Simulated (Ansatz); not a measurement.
An input for Ansatz 0.2.0 (AlIn2N3 (Cmc2_1)):

```yaml
crystal:
  lattice:
    - [5.1481021059, -2.9628729689, 0.0]
    - [5.1481021059, 2.9628729689, 0.0]
    - [0.0, 0.0, 5.500038]
  atoms:
    - { symbol: Al, position: [0.341243, 0.658757, 0.989218] }
    - { symbol: Al, position: [0.658757, 0.341243, 0.489218] }
    - { symbol: In, position: [0.988295, 0.335413, 0.987121] }
    - { symbol: In, position: [0.664587, 0.011705, 0.987121] }
    - { symbol: In, position: [0.011705, 0.664587, 0.487121] }
    - { symbol: In, position: [0.335413, 0.988295, 0.487121] }
    - { symbol: "N", position: [0.968855, 0.332959, 0.385637] }
    - { symbol: "N", position: [0.667041, 0.031145, 0.385637] }
    - { symbol: "N", position: [0.031145, 0.667041, 0.885637] }
    - { symbol: "N", position: [0.332959, 0.968855, 0.885637] }
    - { symbol: "N", position: [0.368643, 0.631357, 0.337266] }
    - { symbol: "N", position: [0.631357, 0.368643, 0.837266] }
kpoints:
  mp_grid: { grid: [6, 6, 4] }
hamiltonian:
  xc: pbe
  pseudopotentials: { kind: paw, azcp: { folder: soft_1 } }
scf:
  occupations: { method: fixed }
gw:
  n_empty_bands: 151
  ecut_chi: 54
  qp_bands: [v4, c4]
  qp_kpoints: band_edges
  screening: { model: contour_deformation }
```

```sh
ansatz run input.yaml --threads 2 --pin off --max-ram 92160MiB --backend cuda --events-out ev --progress --plain --runs-dir out --devices 1 --max-vram 13GiB
```

Q: Estimate wall time and host memory on 1 × NVIDIA H100 80GB HBM3 (shared by 6 runs) with 2 threads of AMD EPYC 7R13 (Zen 3), shared host.

It took 2.4 min; on shared hardware allow 73 s to 4.9 min. Peak host memory was 1.7 GiB. The sizes that set the cost: 3247 plane waves a state, 39 irreducible k points, 195 bands summed, 151 plane waves in the screening and 9 SCF cycles.

The screening grows as filled bands × empty bands × pairs of k points, times the square of the screening basis for the matrix.

[Paths, hosts, dates, memory and timing lines, banners, echoed tables and standing remarks are left out of the program output.]

[Logs are printed without paths, hosts, clocks, repeated set-up lines and the standing remarks that a program may print on its own settings, such as how far it seeks lower states.]

[Runs of the session that timed out or met a known fault of the program may be left out.]

[Cells called generated may have been cut or substituted from an entry of the Crystallography Open Database or the Materials Project.]

[Hosts, paths, dates, database ids (printed as entryN), source tags and the programs' standing remarks are cut or masked in the printed files.]
